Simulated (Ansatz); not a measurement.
# MgH2 (model cell, started as CdI2 type): phonons and vibrational spectra

The cell of MgH2 (model cell, started as CdI2 type) is at rest. What are its phonons? After the zone centre comes a 3×3×2 q mesh on a 9×9×4 k mesh.

Program: Ansatz 0.2.0. Level of theory: DFT PBEsol, scalar-relativistic, plane waves, PAW. Results are calculated unless marked as measured.

The structure was built from a prototype and need not be the compound's stable phase.

## 1. Set-up

The structure is trigonal, space group P-3m1 (No. 164). The conventional cell has a = 3.002 Å, b = 3.002 Å, c = 4.392 Å, α = 90.00°, β = 90.00°, γ = 120.00°. Nearest to Mg lie 6 H at 1.97 Å. Nearest to H lie 3 Mg at 1.97 Å. Farther neighbours are not listed.

## 2. Zone-centre response

The cell comes from relaxations at this level that are not shown. The zone centre comes first: it holds the modes that light can see, as far as symmetry allows. The response to a homogeneous field gives the Born charges and the dielectric tensor, and its change with displacement the Raman tensors.

File input.yaml:

```yaml
crystal:
  lattice:
    - [3.0022825744, 0.0, 0.0]
    - [-1.5011412872, 2.6000529788, 0.0]
    - [0.0, 0.0, 4.3922210858]
  atoms:
    - { symbol: Mg, position: [0.0, 0.0, 0.0] }
    - { symbol: H, position: [0.3333333333, 0.6666666667, 0.2136125854] }
    - { symbol: H, position: [0.6666666667, 0.3333333333, 0.7863874146] }
kpoints:
  mp_grid: { grid: [9, 9, 4] }
hamiltonian:
  xc: pbesol
scf:
  occupations: { method: fixed }
output:
  eigenvalues: true
phonons:
  method: dfpt
  dielectric: true
  rigid_motions: translations
  raman: true
```

The run is started by

```sh
> ansatz run input.yaml --threads 4 --pin off --max-ram 7168MiB --backend cpu --events-out ev --progress --plain --runs-dir out
```

Numbers of over 12 decimals in the logs are rounded to 6 here.

The log of the run:

```text
Engine: ansatz 0.2.0, aarch64-unknown-linux-gnu
Pseudopotentials: kind: paw
Pseudopotential: Mg, paw, valence charge 10, recommended cutoff 420 eV (normal), Mg.paw.azcp
Pseudopotential: H, paw, valence charge 1, recommended cutoff 420 eV (normal), H.paw.azcp
Functional definition: PBEsol
  exchange = pbesol_x
  correlation = pbesol_c
Crystal: 3 atoms, lattice volume = 34.286 Å³
Basis set: ecut = 420 eV, 651 PW (Γ), exchange–correlation on 48×48×60 points (8 copies of the dense FFT grid, shifted against one another)
Bands: 10, of which v1, the nominal top of the filled ones, is band 6 counted from 1 (5 counted from 0)
Symmetry: 12 space group operations
k-points: 95 of 324 (irreducible under 2 space group operations, time reversal used)
Non-local potential: Mg, projectors of the file, l = 0: 3, l = 1: 2, l = 2: 1
Non-local potential: H, projectors of the file, l = 0: 2, l = 1: 1
PAW form: soft (Blöchl's): semilocal exchange-correlation on the pseudo side does not see the compensation charge
PAW frozen core: Mg, regenerated for the run's functional, and the local potential with it (the file was generated under x = pbe(κ = 0.804, μ = 0.219515), c = pbe(β = 0.066725))
PAW one-centre angular grid: Mg, 110 points (default); XC on 64 Gauss nodes
PAW one-centre angular grid: H, 110 points (default); XC on 64 Gauss nodes
Initial density: superposition of atomic densities (neutral atoms: chi_scale 0, normalization atom), corrected by the library's trained network
Initial wavefunctions: pseudopotential atomic-orbital guess
Functional: x = pbesol(κ = 0.804, μ = 0.123457), c = pbesol(β = 0.046)
SCF iter   1: F=—  HF=-1943.690509 eV  |F-HF|=—  |Δ(HF+E_count)|=         —  Δρ=6.18e-3  dr2=9.27e-3  ethr=1.77e-3  ⟨swp⟩=4.5  Hψ=5351  notcnv=0  defer=167
preconditioner: auto → none  [insulator: Δε(μ)=3.849 eV  Ē_g=10.721 eV  n_scr=2 (ndim 8)  ℏωp=12.7 eV  f_vac=0.025  ε∞_Penn≈2.4]
SCF iter   2: F=—  HF=-1943.687482 eV  |F-HF|=—  |Δ(HF+E_count)|=   3.03e-3  Δρ=2.07e-3  dr2=9.92e-4  ethr=7.73e-5  ⟨swp⟩=2.0  Hψ=1891  notcnv=0  defer=187
SCF iter   3: F=—  HF=-1943.687197 eV  |F-HF|=—  |Δ(HF+E_count)|=   2.85e-4  Δρ=1.31e-4  dr2=1.16e-5  ethr=8.27e-6  ⟨swp⟩=2.0  Hψ=1319  notcnv=0  defer=188
SCF iter   4: F=—  HF=-1943.687196 eV  |F-HF|=—  |Δ(HF+E_count)|=   6.51e-7  Δρ=6.14e-5  dr2=1.29e-6  ethr=9.70e-8  ⟨swp⟩=1.9  Hψ=1079  notcnv=0  defer=53
SCF iter   5: F=—  HF=-1943.687197 eV  |F-HF|=—  |Δ(HF+E_count)|=   1.47e-6  Δρ=1.73e-5  dr2=1.11e-7  ethr=1.08e-8  ⟨swp⟩=2.1  Hψ=1158  notcnv=0
SCF iter   6: F=—  HF=-1943.687197 eV  |F-HF|=—  |Δ(HF+E_count)|=   2.91e-8  Δρ=7.77e-6  dr2=4.20e-8  ethr=9.27e-10  ⟨swp⟩=2.1  Hψ=1518  notcnv=0
SCF iter   7: F=—  HF=-1943.687197 eV  |F-HF|=—  |Δ(HF+E_count)|=   1.78e-8  Δρ=4.02e-7  dr2=1.95e-10  ethr=3.50e-10  ⟨swp⟩=2.4  Hψ=1201  notcnv=0
SCF iter   8: F=-1943.687197 eV  HF=-1943.687197 eV  |F-HF|=6.82e-13  |Δ(HF+E_count)|=  3.21e-11  Δρ=2.35e-8  dr2=5.24e-13  ethr=1.00e-12  ⟨swp⟩=7.8  Hψ=5150  notcnv=0
SCF 1 converged in 8 iterations: F = -1943.687197 eV  dr2 = 5.24e-13
  greatest PAW one-centre occupation: 1.000 electrons in one spin orbital (limit 2), on the Mg atom at site 0 (counted from 0), in its partial waves of l = 0
NSCF: frozen V_eff on 4 k-points
DFPT response loops at Γ: preconditioner auto → none (the input reference at scf.mixing.eps_inf says where Resta's filter doesn't serve); β = 0.50; Broyden in place of MSR1
── the response to a field inside a basis, on 16×16×10 k-points: an SCF that follows is theirs, and a resumed run solves both again ──
Bands: 7, of which v1, the nominal top of the filled ones, is band 6 counted from 1 (5 counted from 0)
k-points: 680 of 2560 (irreducible under 4 space group operations)
Initial density: handed on by an earlier stage of this run
Initial wavefunctions: pseudopotential atomic-orbital guess (no wavefunctions were taken with the density)
Eigensolver: Dense (680 Hₖ)
SCF iter   1: F=—  HF=-1943.687852 eV  |F-HF|=—  |Δ(HF+E_count)|=         —  Δρ=2.51e-4  dr2=3.30e-6  ethr=1.00e-1
preconditioner: auto → none  [insulator: Δε(μ)=3.841 eV  Ē_g=7.618 eV  n_scr=2 (ndim 8)  ℏωp=12.7 eV  f_vac=0.017  ε∞_Penn≈3.8]
SCF iter   2: F=—  HF=-1943.687857 eV  |F-HF|=—  |Δ(HF+E_count)|=   4.65e-6  Δρ=1.26e-4  dr2=8.39e-7  ethr=2.75e-8
SCF iter   3: F=—  HF=-1943.687859 eV  |F-HF|=—  |Δ(HF+E_count)|=   1.75e-6  Δρ=6.31e-6  dr2=4.55e-9  ethr=6.99e-9
SCF iter   4: F=-1943.687859 eV  HF=-1943.687859 eV  |F-HF|=9.78e-12  |Δ(HF+E_count)|=   1.74e-9  Δρ=5.10e-7  dr2=5.67e-11  ethr=3.79e-11
SCF 1 converged in 4 iterations: F = -1943.687859 eV  dr2 = 5.67e-11
DFPT response loops at Γ: mixed as the last ones told, above
DFPT response loops at Γ: mixed as the last ones told, above
WARN: field response: ε∞ stands inside a basis, on 16×16×10 points; the force constants stand on the 9×9×4 k-mesh, whose period is 12.09 times the interband length at k = (0.0000, 0.0000, 0.0000), direct gap 5.803 eV, under 14: take them and everything formed from them as unconverged, and compare with a denser kpoints.mp_grid
SCF converged after 8 iterations
Free energy (F): -1943.687197 eV
Harris-Foulkes:  -1943.687197 eV  (|F-HF|=6.82e-13)
Internal energy: -1943.687197 eV  (E = F + TS)
E sigma→0 (E₀):  -1943.687197 eV
Fermi energy:    0.972615 eV
--- Per-component energies (eV) ---
  E_band       = -384.980060
  E_kinetic    = 103.086586
  E_local      = -1878.100740  (includes V_loc(G=0)·N_el)
  E_nonlocal   = 98.511524
  E_hartree    = 689.631816
  E_xc         = -46.515691
  E_vxc        = -60.440529  (∫ρ·V_xc dr)
  E_paw        = -281.821075  (= ΣΔE_a)
  E_vpaw       = -27.298123  (= ΣTr[D̂ρ^β])
  E_aug_tail   = -0.002398  (compensation charges beyond the density's cutoff)
  E_ewald      = -628.536082
  E_core_change = 0.058862  (= ΣΔE_core)
  E_smearing   = -0.000000  (= −TS)
  E_closure    = -0.000000  (closes the sum)
  Σ components = -1943.687197   (vs F -1943.687197, Δ=0.00e0)
--- Band table (eV; the first three rows and the last of 95) ---
  k-point 0: bands = ["-72.3130", "-39.2803", "-39.2185", "-39.2185", "-5.3297", "0.3028", "6.1060", "13.7830", "15.5707", "15.6840"]
  k-point 1: bands = ["-72.3130", "-39.2804", "-39.2185", "-39.2185", "-5.0477", "-0.7759", "7.9807", "13.7452", "15.3924", "15.8369"]
  k-point 2: bands = ["-72.3130", "-39.2805", "-39.2185", "-39.2185", "-4.6610", "-1.7343", "10.7035", "12.4764", "16.0090", "16.0090"]
  k-point 94: bands = ["-72.3085", "-39.2739", "-39.2590", "-39.2366", "-1.9871", "0.1470", "5.8356", "7.9613", "9.6611", "10.4808"]
--- Phonons (Γ-DFPT): 4 representative perturbations + reference, on 95 of 324 k-points (Σ response iterations 13) ---
  k mesh reduced under 2 symmetry operations, with k and −k counted as one. Each operation leaves every solved perturbation unchanged. A smaller set is not considered because the run solves the response to a homogeneous field
  ASR residual: 8.095e-6 → 0.000e0 eV/Å²; symmetrization residual: 6.461e-7 eV/Å²
  ASR residual per site (eV/Å²): 8.09e-6 4.51e-6 4.51e-6
  Γ frequencies (cm⁻¹): 0.00 0.00 0.00 834.20 834.20 840.56 1023.07 1077.90 1077.90
  ε∞ (high-frequency dielectric tensor):
        3.955110     0.000000     0.000000
        0.000000     3.955110    -0.000000
        0.000000    -0.000000     3.117946
  ε⁰ (static dielectric tensor: ions relaxed, cell fixed):
        8.159861    -0.000000     0.000000
       -0.000000     8.159861    -0.000000
        0.000000    -0.000000     4.563216
  ε⁰ − ε∞ (ionic part):
        4.204752    -0.000000     0.000000
       -0.000000     4.204752    -0.000000
        0.000000    -0.000000     1.445270
  softest optical mode at Γ: 834.20 cm⁻¹; the repairs (sum rule, projections) moved no ω² at Γ by more than (1.67 cm⁻¹)²
  Born effective charges Z* (e; rows j = field, columns β = displacement):
    site 0:
         1.94819   -0.00000    0.00000
        -0.00000    1.94819   -0.00000
         0.00000   -0.00000    1.15089
    site 1:
        -0.97410    0.00000   -0.00000
         0.00000   -0.97410    0.00000
        -0.00000    0.00000   -0.57544
    site 2:
        -0.97410    0.00000   -0.00000
         0.00000   -0.97410    0.00000
        -0.00000    0.00000   -0.57544
  Z* charge neutrality: 1.137e-3 e pre-enforcement
  solved inside a basis spanned on kpoints, on 16×16×10 k-points: ε∞ is read to err by 9.3e-3, Z* by 1.1e-2 e (field_mesh: kpoints solves on kpoints); Z* is corrected for what the basis lacks
  Raman tensors (in the event stream and the table raman_tensors.tsv): an entry may err by 1.8e-3 Å², one of the second-order susceptibility by 2.6e-21 pm/V (basis, points and sum rule); their sum over the sites missed zero by 4.163e-17 Å² ahead of its enforcement
  optical modes at Γ without the LO–TO term, one row a degenerate level:
      ω (cm⁻¹)  modes    IR ((D/Å)²/amu)  static Raman (Å⁴/amu)  depolarisation
        834.20      2            94.0747                 0.0000               —
        840.56      1            16.4151                 0.0000               —
       1023.07      1             0.0000               393.2940           0.010
       1077.90      2             0.0000                10.2486           0.750
  optical modes at Γ + LO–TO along q̂ = [1.0000, 0.0000, 0.0000]:
      ω (cm⁻¹)  modes    IR ((D/Å)²/amu)  static Raman (Å⁴/amu)  depolarisation
        834.20      1            47.0374                 0.0000               —
        840.56      1            16.4151                 0.0000               —
       1023.07      1             0.0000               393.2940           0.010
       1077.90      2             0.0000                10.2486           0.750
       1198.21      1            47.0374                 0.0000               —
  optical modes at Γ + LO–TO along q̂ = [0.0000, 1.0000, 0.0000]:
      ω (cm⁻¹)  modes    IR ((D/Å)²/amu)  static Raman (Å⁴/amu)  depolarisation
        834.20      1            47.0374                 0.0000               —
        840.56      1            16.4151                 0.0000               —
       1023.07      1             0.0000               393.2940           0.010
       1077.90      2             0.0000                10.2486           0.750
       1198.21      1            47.0374                 0.0000               —
  optical modes at Γ + LO–TO along q̂ = [0.0000, 0.0000, 1.0000]:
      ω (cm⁻¹)  modes    IR ((D/Å)²/amu)  static Raman (Å⁴/amu)  depolarisation
        834.20      2            94.0747                 0.0000               —
       1016.88      1            16.4151                 0.0000               —
       1023.07      1             0.0000               393.2940           0.010
       1077.90      2             0.0000                10.2486           0.750
```

Run time: 2.2 min. Hardware: 4 threads of Arm Neoverse V2, shared host; peak memory 2.1 GiB.

A gap read on the k-mesh alone can miss the band edges.

Numbers from this step:

```yaml
gap_on_the_k_mesh: 3.915 eV
volume_per_atom: 11.43 Å³
sum_rule_residual_before_enforcement: 8.09e-6 eV/Å²
miss_of_the_charge_sum_rule: 0.001137 e
estimated_error_of_the_dielectric_tensor: 0.009318
estimated_error_of_the_born_charges: 0.01138 e
point_group: -3m
highest_optical_mode_at_the_zone_centre_no_lo_to_term: 1078 cm⁻¹
lowest_optical_zone_centre_mode: 834.2 cm⁻¹
mean_high_frequency_dielectric_constant: 3.676
largest_born_charge_third_of_the_trace: 1.682 e
mean_static_dielectric_constant: 6.961
top_of_the_zone_centre_spectrum_with_the_field: 1198 cm⁻¹
```

Without the LO-TO term. Patterns of degenerate modes are one choice out of their space. The modes at Γ (shares of kinetic energy by element, %):

```csv
mode,frequency (cm⁻¹),symmetry,Mg %,H %
1,0.0,acoustic,92,8
2,0.0,acoustic,92,8
3,0.0,acoustic,92,8
4,834.2,Eu,8,92
5,834.2,Eu,8,92
6,840.6,A2u,8,92
7,1023.1,A1g,0,100
8,1077.9,Eg,0,100
9,1077.9,Eg,0,100
```

Displacements in mode 4 (834.2 cm⁻¹), the largest set to 1:
```
Mg1  0.00 -0.08  0.00
H2   0.00  1.00  0.00
H3   0.00  1.00  0.00
```

Displacements in mode 6 (840.6 cm⁻¹), the largest set to 1:
```
Mg1  0.00  0.00 -0.08
H2   0.00  0.00  1.00
H3   0.00  0.00  1.00
```

Optical modes at the zone centre, without and with the macroscopic field of the longitudinal modes; each column is sorted by frequency, so a row need not hold one and the same mode. Modes with and without the field, by row:

```csv
rank among optical modes,no field (cm⁻¹),"q along (1, 0, 0) (cm⁻¹)","q along (0, 0, 1) (cm⁻¹)"
1,834.2,834.2,834.2
2,834.2,840.6,834.2
3,840.6,1023,1017
4,1023,1078,1023
5,1078,1078,1078
6,1078,1198,1078
```

Born charge (rows field, columns displacement) (e), principal values of the symmetric part by kind of site:

```csv
atom,atoms with these values,low,middle,high,mean
Mg1,1,1.15,1.95,1.95,1.68
H2,2,-0.97,-0.97,-0.58,-0.84
```

In full for Mg1:

```
1.95 0.00 0.00
0.00 1.95 0.00
0.00 0.00 1.15
```

High-frequency dielectric tensor:

```
3.96 0.00 0.00
0.00 3.96 0.00
0.00 0.00 3.12
```

Static dielectric tensor (ions relaxed, fixed cell):

```
8.16 0.00 0.00
0.00 8.16 0.00
0.00 0.00 4.56
```

Transverse modes. Lines of the infrared spectrum (strongest = 100):

```csv
position (cm⁻¹),label,relative intensity
834,Eu,100
841,A2u,17
1023,A1g,0.0
1078,Eg,0.0
```

Activity x (w_L - w)^4 (n + 1)/w, 532 nm, 300 K; modes without the macroscopic field alone. Raman lines, with heights relative to the strongest:

```csv
position (cm⁻¹),label,relative intensity
834,Eu,0.0
841,A2u,0.0
1023,A1g,100
1078,Eg,2.4
```

Before it was imposed, the acoustic sum rule was missed by 8.1e-6 eV/Å² and the charge sum rule by 0.0011 e. Small misses are needed for a sound result but don't prove that mesh and cutoff are converged. The lowest optical mode is real, 834 cm⁻¹.

The log warns of the k mesh: “the force constants stand on the 9×9×4 k-mesh, whose period is 12.09 times the interband length at k = (0.0000, 0.0000, 0.0000), direct gap 5.803 eV, under 14: take them and everything formed from them as unconverged”.

[end of part 1 of 2]

[Logs are printed without paths, hosts, clocks, repeated set-up lines and the standing remarks that a program may print on its own settings, such as how far it seeks lower states.]

[Hosts, paths, dates, database ids (printed as entryN), source tags and the programs' standing remarks are cut or masked in the printed files.]
